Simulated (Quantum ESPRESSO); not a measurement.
# Ionisation energy and electron affinity at ZnS(110), part 2 of 6

Wanted: ionisation energy, electron affinity and surface tilt of ZnS(110).

Quantum ESPRESSO 7.5; plane-wave DFT, PBE, GBRV ultrasoft pseudopotentials.

So far: The starting structure; Self-consistent run of the ideal slab; Electrostatic potential of the ideal slab; Planar and running averages.

## 5. Relaxing the ions

Both faces relax; the three middle layers are held, so that the slab's middle stays bulk-like.

File relax.in:

```
&control
  prefix = 'relax'
  outdir = './out'
  pseudo_dir = './pseudo'
  nstep = 60
  forc_conv_thr = 0.001
  calculation = 'relax'
/
&system
  ibrav = 0
  nat = 18
  ntyp = 2
  ecutwfc = 40
  ecutrho = 200
  occupations = 'smearing'
  smearing = 'fd'
  degauss = 0.002
/
&electrons
  conv_thr = 1e-07
  mixing_beta = 0.4
  electron_maxstep = 120
  mixing_mode = 'plain'
/
&ions
/
ATOMIC_SPECIES
  Zn  65.3800  zn_pbe_v1.uspp.F.UPF
  S   32.0600  s_pbe_v1.4.uspp.F.UPF
CELL_PARAMETERS angstrom
  5.45000000000000 0.00000000000000 0.00000000000000
  0.00000000000000 3.85373195746668 0.00000000000000
  0.00000000000000 0.00000000000000 31.41492782986673
ATOMIC_POSITIONS crystal
  Zn  0.000000000000 0.000000000000 0.254656004411
  S   0.250000000000 0.500000000000 0.254656004411
  Zn  0.500000000000 0.500000000000 0.315992003308
  S   0.750000000000 0.000000000000 0.315992003308
  Zn  0.000000000000 0.000000000000 0.377328002205
  S   0.250000000000 0.500000000000 0.377328002205
  Zn  0.500000000000 0.500000000000 0.438664001103 0 0 0
  S   0.750000000000 0.000000000000 0.438664001103 0 0 0
  Zn  0.000000000000 0.000000000000 0.500000000000 0 0 0
  S   0.250000000000 0.500000000000 0.500000000000 0 0 0
  Zn  0.500000000000 0.500000000000 0.561335998897 0 0 0
  S   0.750000000000 0.000000000000 0.561335998897 0 0 0
  Zn  0.000000000000 0.000000000000 0.622671997795
  S   0.250000000000 0.500000000000 0.622671997795
  Zn  0.500000000000 0.500000000000 0.684007996692
  S   0.750000000000 0.000000000000 0.684007996692
  Zn  0.000000000000 0.000000000000 0.745343995589
  S   0.250000000000 0.500000000000 0.745343995589
K_POINTS automatic
  4 6 1 0 0 0
```

On the command line:

```sh
OMP_NUM_THREADS=1 mpirun -n 8 pw.x -nk 2 -in relax.in > relax.out
```

The log of the run:

```text
[banner, memory and clock lines left out]
Program PWSCF v.7.5 starts
[citation notice left out]

[...]
Message from routine setup:
[...]
bravais-lattice index     =            0
     lattice parameter (alat)  =      10.2990  a.u.
     unit-cell volume          =    4452.5692 (a.u.)^3
     number of atoms/cell      =           18
     number of atomic types    =            2
     number of electrons       =       234.00
     number of Kohn-Sham states=          140
     kinetic-energy cutoff     =      40.0000  Ry
     charge density cutoff     =     200.0000  Ry
     scf convergence threshold =      1.0E-07
     mixing beta               =       0.4000
     number of iterations used =            8  plain     mixing
     energy convergence thresh.=      1.0E-04
     force convergence thresh. =      1.0E-03
     Exchange-correlation=  SLA  PW   PBX  PBC
                           (   1   4   3   4   0   0   0)
     nstep                     =           60

[...]
PseudoPot. # 1 for Zn read from file:
     ./pseudo/zn_pbe_v1.uspp.F.UPF
     Pseudo is Ultrasoft, Zval = 20.0
     Generated by new atomic code, or converted to UPF format
     Using radial grid of  943 points,  6 beta functions with:
                l(1) =   0
                l(2) =   0
                l(3) =   1
                l(4) =   1
                l(5) =   2
                l(6) =   2
     Q(r) pseudized with  8 coefficients,  rinner =    1.100   1.100   1.100
                                                       1.100   1.100

     PseudoPot. # 2 for S  read from file:
     ./pseudo/s_pbe_v1.4.uspp.F.UPF
     Pseudo is Ultrasoft + core correction, Zval =  6.0
     Generated by new atomic code, or converted to UPF format
     Using radial grid of  907 points,  6 beta functions with:
                l(1) =   0
                l(2) =   0
                l(3) =   1
                l(4) =   1
                l(5) =   2
                l(6) =   2
     Q(r) pseudized with  8 coefficients,  rinner =    1.300   1.300   1.300
                                                       1.300   1.300

     atomic species   valence    mass     pseudopotential
     Zn               20.00    65.38000     Zn( 1.00)
     S                 6.00    32.06000     S ( 1.00)

      4 Sym. Ops. (no inversion) found

[...]
number of k points=    12  Fermi-Dirac smearing, width (Ry)=  0.0020
[...]
Dense  grid:   212905 G-vectors     FFT dimensions: (  48,  36, 270)

     Smooth grid:   152219 G-vectors     FFT dimensions: (  45,  30, 240)

     Initial potential from superposition of free atoms

     starting charge     233.9984, renormalised to     234.0000

     negative rho (up, down):  1.579E-03 0.000E+00
     Starting wfcs are  153 randomized atomic wfcs

     per-process dynamical memory:   129.1 Mb

     Self-consistent Calculation

     iteration #  1     ecut=    40.00 Ry     beta= 0.40
     Davidson diagonalization with overlap
     ethr =  1.00E-02,  avg # of iterations =  4.5

     Threshold (ethr) on eigenvalues was too large:
     Diagonalizing with lowered threshold

     Davidson diagonalization with overlap
     ethr =  4.77E-04,  avg # of iterations =  5.2

     negative rho (up, down):  1.538E-03 0.000E+00

     total energy              =   -4371.55238765 Ry
     estimated scf accuracy    <       1.12574281 Ry

     iteration #  2     ecut=    40.00 Ry     beta= 0.40
[...]
negative rho (up, down):  1.528E-03 0.000E+00

[...]
total energy              =   -4371.77232812 Ry
     estimated scf accuracy    <       0.11005097 Ry

     iteration #  3     ecut=    40.00 Ry     beta= 0.40
[...]
negative rho (up, down):  1.549E-03 0.000E+00

[...]
total energy              =   -4371.78258170 Ry
     estimated scf accuracy    <       0.02196700 Ry

     iteration #  4     ecut=    40.00 Ry     beta= 0.40
[...]
negative rho (up, down):  1.558E-03 0.000E+00

[...]
total energy              =   -4371.78251483 Ry
     estimated scf accuracy    <       0.00959514 Ry

     iteration #  5     ecut=    40.00 Ry     beta= 0.40
[...]
negative rho (up, down):  1.574E-03 0.000E+00

[...]
total energy              =   -4371.78391100 Ry
     estimated scf accuracy    <       0.00331204 Ry

     iteration #  6     ecut=    40.00 Ry     beta= 0.40
[...]
negative rho (up, down):  1.578E-03 0.000E+00

[...]
total energy              =   -4371.78425670 Ry
     estimated scf accuracy    <       0.00006479 Ry

     iteration #  7     ecut=    40.00 Ry     beta= 0.40
[...]
negative rho (up, down):  1.581E-03 0.000E+00

[...]
total energy              =   -4371.78428141 Ry
     estimated scf accuracy    <       0.00001504 Ry

     iteration #  8     ecut=    40.00 Ry     beta= 0.40
[...]
negative rho (up, down):  1.583E-03 0.000E+00

[...]
total energy              =   -4371.78428470 Ry
     estimated scf accuracy    <       0.00000292 Ry

     iteration #  9     ecut=    40.00 Ry     beta= 0.40
[...]
negative rho (up, down):  1.584E-03 0.000E+00

[...]
total energy              =   -4371.78428544 Ry
     estimated scf accuracy    <       0.00000032 Ry

     iteration # 10     ecut=    40.00 Ry     beta= 0.40
[...]
negative rho (up, down):  1.586E-03 0.000E+00

[...]
End of self-consistent calculation

          k = 0.0000 0.0000 0.0000 ( 19025 PWs)   bands (ev):

  -123.9165-123.9165-123.7746-123.7746-123.7545-123.7314-123.7314-123.6655
  -123.6655 -78.1633 -78.1633 -78.0528 -78.0528 -78.0389 -78.0389 -77.9502
   -77.9502 -77.9427 -77.9427 -77.9401 -77.9400 -77.9251 -77.9245 -77.9235
   -77.9020 -77.9020 -77.9017 -77.9016 -77.8999 -77.8999 -77.8393 -77.8393
   -77.8386 -77.8386 -77.8274 -77.8274 -11.8370 -11.6665 -11.4345 -11.1671
   -10.8986 -10.7547 -10.7206 -10.2934 -10.2932  -5.1732  -5.1688  -5.1578
    -5.1550  -5.1479  -5.1371  -5.1370  -5.1192  -5.1150  -5.0913  -5.0895
    -5.0795  -5.0715  -5.0518  -5.0511  -5.0464  -5.0413  -5.0029  -4.9751
    -4.9205  -4.8999  -4.8831  -4.8563  -4.8419  -4.8367  -4.7988  -4.7928
[...]
atom    5 type  1   force =     0.00534853    0.00000000    0.00166619
     atom    6 type  2   force =    -0.00070723    0.00000000    0.00447365
     atom    7 type  1   force =    -0.00182585    0.00000000   -0.00060072
     atom    8 type  2   force =    -0.00029848    0.00000000   -0.00132071
     atom    9 type  1   force =     0.00119593    0.00000000    0.00000000
     atom   10 type  2   force =     0.00014824    0.00000000    0.00000000
     atom   11 type  1   force =    -0.00182585    0.00000000    0.00060072
     atom   12 type  2   force =    -0.00029848    0.00000000    0.00132071
     atom   13 type  1   force =     0.00534853    0.00000000   -0.00166619
     atom   14 type  2   force =    -0.00070723    0.00000000   -0.00447365
     atom   15 type  1   force =    -0.00940647    0.00000000    0.00250396
     atom   16 type  2   force =    -0.01369464    0.00000000    0.01349825
     atom   17 type  1   force =     0.04700582    0.00000000   -0.04393396
     atom   18 type  2   force =    -0.02709377    0.00000000    0.03203717

     Total force =     0.113284     Total SCF correction =     0.000874

     BFGS Geometry Optimization
     Energy error            =      1.3E-02 Ry
     Gradient error          =      4.7E-02 Ry/Bohr

     number of scf cycles    =   1
     number of bfgs steps    =   0

     energy             new  =   -4371.7842855760 Ry

     new trust radius        =       0.0643408087 bohr
     new conv_thr            =       0.0000001000 Ry

ATOMIC_POSITIONS (crystal)
Zn               0.0045641114        0.0000000000        0.2553960618
S                0.2473692838        0.5000000000        0.2541163457
Zn               0.4990866628        0.5000000000        0.3159498247
S                0.7486702947        0.0000000000        0.3157646284
Zn               0.0005193251        0.0000000000        0.3773560687
S                0.2499313303        0.5000000000        0.3774033599
Zn               0.5000000000        0.5000000000        0.4386640011    0   0   0
S                0.7500000000        0.0000000000        0.4386640011    0   0   0
Zn               0.0000000000        0.0000000000        0.5000000000    0   0   0
S                0.2500000000        0.5000000000        0.5000000000    0   0   0
Zn               0.5000000000        0.5000000000        0.5613359989    0   0   0
S                0.7500000000        0.0000000000        0.5613359989    0   0   0
Zn               0.0005193251        0.0000000000        0.6226439313
S                0.2499313303        0.5000000000        0.6225966401
Zn               0.4990866628        0.5000000000        0.6840501753
S                0.7486702947        0.0000000000        0.6842353716
Zn               0.0045641114        0.0000000000        0.7446039382
S                0.2473692838        0.5000000000        0.7458836543

[...]
NEW-OLD atomic charge density approx. for the potential

     negative rho (up, down):  1.618E-03 0.000E+00

     per-process dynamical memory:   149.3 Mb

[...]
!    total energy              =   -4371.79624059 Ry
[...]
Total force =     0.098110     Total SCF correction =     0.000871
[...]
number of bfgs steps    =   1
[...]
energy             new  =   -4371.7962405854 Ry
[...]
WARNING: bfgs curvature condition failed, Theta= 0.928
     new trust radius        =       0.0707748895 bohr
[...]
!    total energy              =   -4371.80710789 Ry
[...]
Total force =     0.082844     Total SCF correction =     0.000763
[...]
number of bfgs steps    =   2
[...]
energy             new  =   -4371.8071078909 Ry
[...]
new trust radius        =       0.1061623343 bohr
[...]
!    total energy              =   -4371.81991964 Ry
[...]
!    total energy              =   -4371.85481358 Ry
[...]
Total force =     0.003535     Total SCF correction =     0.000073
[...]
number of bfgs steps    =  22
[...]
energy             new  =   -4371.8548135778 Ry
[...]
new trust radius        =       0.0134136021 bohr
[...]
Self-consistent Calculation

     iteration #  1     ecut=    40.00 Ry     beta= 0.40
     Davidson diagonalization with overlap
     ethr =  1.00E-06,  avg # of iterations =  5.0

     Threshold (ethr) on eigenvalues was too large:
     Diagonalizing with lowered threshold

     Davidson diagonalization with overlap
     ethr =  5.79E-09,  avg # of iterations =  4.3

     negative rho (up, down):  1.501E-03 0.000E+00

     total energy              =   -4371.85483856 Ry
     estimated scf accuracy    <       0.00001647 Ry

[...]
iteration #  7     ecut=    40.00 Ry     beta= 0.40
[...]
negative rho (up, down):  1.504E-03 0.000E+00

[...]
End of self-consistent calculation

          k = 0.0000 0.0000 0.0000 ( 19025 PWs)   bands (ev):

  -124.1205-124.1205-124.0313-124.0313-124.0208-124.0164-124.0164-123.9636
  -123.9636 -78.3753 -78.3753 -78.2555 -78.2555 -78.2335 -78.2335 -78.2074
   -78.2074 -78.1987 -78.1987 -78.1968 -78.1967 -78.1908 -78.1907 -78.1904
   -78.1871 -78.1871 -78.1866 -78.1866 -78.1852 -78.1852 -78.1482 -78.1482
   -78.1332 -78.1332 -78.1183 -78.1183 -12.1259 -11.9750 -11.7571 -11.4786
   -11.1971 -11.0360 -10.9998 -10.8503 -10.8498  -5.5158  -5.5052  -5.5008
    -5.5005  -5.4415  -5.4239  -5.4210  -5.4142  -5.3820  -5.3745  -5.3657
    -5.3468  -5.3300  -5.3267  -5.3033  -5.2954  -5.2649  -5.2306  -5.2283
    -5.1697  -5.1441  -5.1315  -5.1182  -5.1028  -5.0665  -5.0537  -5.0532
    -5.0460  -5.0264  -5.0126  -4.9839  -4.9832  -4.9802  -4.9739  -4.9648
    -4.9572  -4.9460  -4.9246  -4.8914  -4.8902  -4.8858  -4.8230  -4.7400
    -4.6984  -4.6620  -3.6642  -3.6339  -3.4672  -3.1130  -2.7203  -2.3226
    -2.1300  -1.9765  -1.6068  -1.5395  -1.3392  -1.2760  -1.1191  -1.0947
    -0.8112  -0.5862  -0.4428  -0.4313  -0.0062   0.1403   0.2804   0.3565
     0.6019   0.6620   0.7111   0.7501   0.7975   2.9957   3.5173   4.1798
     4.3344   4.5953   4.7847   4.9555   5.0550   5.3822   5.3828   5.5896
     6.1226   6.3469   6.3785   6.9634   6.9890   7.0317   7.0362   7.2601
     7.3066   7.4135   7.4450   7.5022

          k = 0.0000 0.2357 0.0000 ( 19041 PWs)   bands (ev):

  -124.1205-124.1205-124.0313-124.0313-124.0208-124.0164-124.0164-123.9636
  -123.9636 -78.3753 -78.3753 -78.2555 -78.2555 -78.2335 -78.2335 -78.2074
   -78.2074 -78.1987 -78.1987 -78.1968 -78.1968 -78.1908 -78.1907 -78.1904
   -78.1871 -78.1871 -78.1866 -78.1866 -78.1852 -78.1852 -78.1482 -78.1482
   -78.1332 -78.1332 -78.1183 -78.1183 -11.9957 -11.8511 -11.6457 -11.3867
   -11.1319 -11.0031 -10.9938 -10.8050 -10.8040  -5.5219  -5.5201  -5.4665
    -5.4645  -5.4494  -5.4323  -5.3971  -5.3851  -5.3680  -5.3374  -5.3318
    -5.3241  -5.3030  -5.2909  -5.2751  -5.2578  -5.2412  -5.2361  -5.2301
    -5.1780  -5.1735  -5.1515  -5.1283  -5.1126  -5.0812  -5.0547  -5.0480
    -5.0332  -5.0150  -4.9875  -4.9857  -4.9780  -4.9774  -4.9565  -4.9543
    -4.9424  -4.9377  -4.9320  -4.9072  -4.9035  -4.8689  -4.7800  -4.6817
    -4.6526  -4.6229  -3.6681  -3.6257  -3.4667  -3.1243  -2.7189  -2.2978
    -2.0368  -1.8547  -1.8480  -1.6917  -1.5767  -1.4698  -1.4172  -1.2851
    -1.0943  -1.0460  -0.6941  -0.6883  -0.5878  -0.3070  -0.2956  -0.1067
    -0.0411   0.1763   0.2307   0.4259   0.5765   3.8925   4.2565   4.6723
     4.8356   4.9547   5.3822   5.5522   5.7086   5.8646   5.9294   6.0036
     6.0644   6.0710   6.2708   6.3501   6.5215   6.6505   6.7083   7.0972
     7.1015   7.4554   7.6730   7.7081

[...]
-78.2074 -78.1987 -78.1987 -78.1968 -78
[key lines of the parts left out:]
the Fermi energy is     1.7607 ev
convergence has been achieved in  10 iterations
```

Run time: 1.5 h. Hardware: 8 MPI ranks of Arm Neoverse N1, shared host; peak memory 2 GiB; 12 h of CPU time.

The steps of the relaxation (22 of 27):

```csv
step,energy less that of the first step (eV),largest force (eV/Å)
1,0.0000,1.6543
2,-0.1627,1.4823
3,-0.3105,1.2853
5,-0.6645,0.6927
6,-0.8044,0.5163
7,-0.8502,0.5413
8,-0.8907,0.4553
10,-0.9399,0.1036
11,-0.9425,0.0799
12,-0.9435,0.0692
13,-0.9447,0.0655
15,-0.9474,0.0836
16,-0.9489,0.1042
17,-0.9510,0.1170
18,-0.9535,0.1149
20,-0.9572,0.0751
21,-0.9583,0.0666
22,-0.9590,0.0459
23,-0.9596,0.0437
25,-0.9602,0.0376
26,-0.9604,0.0329
27,-0.9607,0.0283
```

The atoms that moved most (Å):

```csv
atom,dx,dy,dz,length
Zn17,0.344,0.000,-0.454,0.570
Zn1,0.344,0.000,0.454,0.570
S18,0.056,0.000,0.111,0.124
S2,0.056,0.000,-0.111,0.124
Zn3,-0.031,0.000,-0.079,0.085
Zn15,-0.031,0.000,0.079,0.085
S16,-0.027,0.000,-0.036,0.045
S4,-0.027,0.000,0.036,0.045
```

The relaxation lowers the energy by 53 meV an atom. On the free atoms the largest force ends at 0.028 eV/Å.

This step gave:

- free energy: -59482.1160 eV
- Fermi energy: 1.771 eV

The program's own clock; routines nest. Time by routine:

```csv
routine,wall time (s),calls
PWSCF,5400,1
electrons,5332,27
c_bands,4699,220
cegterg,4535,1320
h_psi,2345,6161
fftw,1606,1122228
vloc_psi,1459,6161
calbec,690,8129
sum_band,551,220
h_psi:calbec,438,6161
add_vuspsi,431.9,6161
s_psi,430.5,6161
cdiaghg,230.1,5891
forces,104.3,27
```

(Continued in part 3 of 6.)

[Logs are printed without paths, hosts, clocks, repeated set-up lines and the standing remarks that a program may print on its own settings, such as how far it seeks lower states.]

[Hosts, paths, dates, database ids (printed as entryN), source tags and the programs' standing remarks are cut or masked in the printed files.]

[Maps of the electrostatic potential energy from Ansatz leave out the sawtooth potential of an applied field or a dipole correction, so their vacuum need not be flat; planar profiles and work functions include it.]
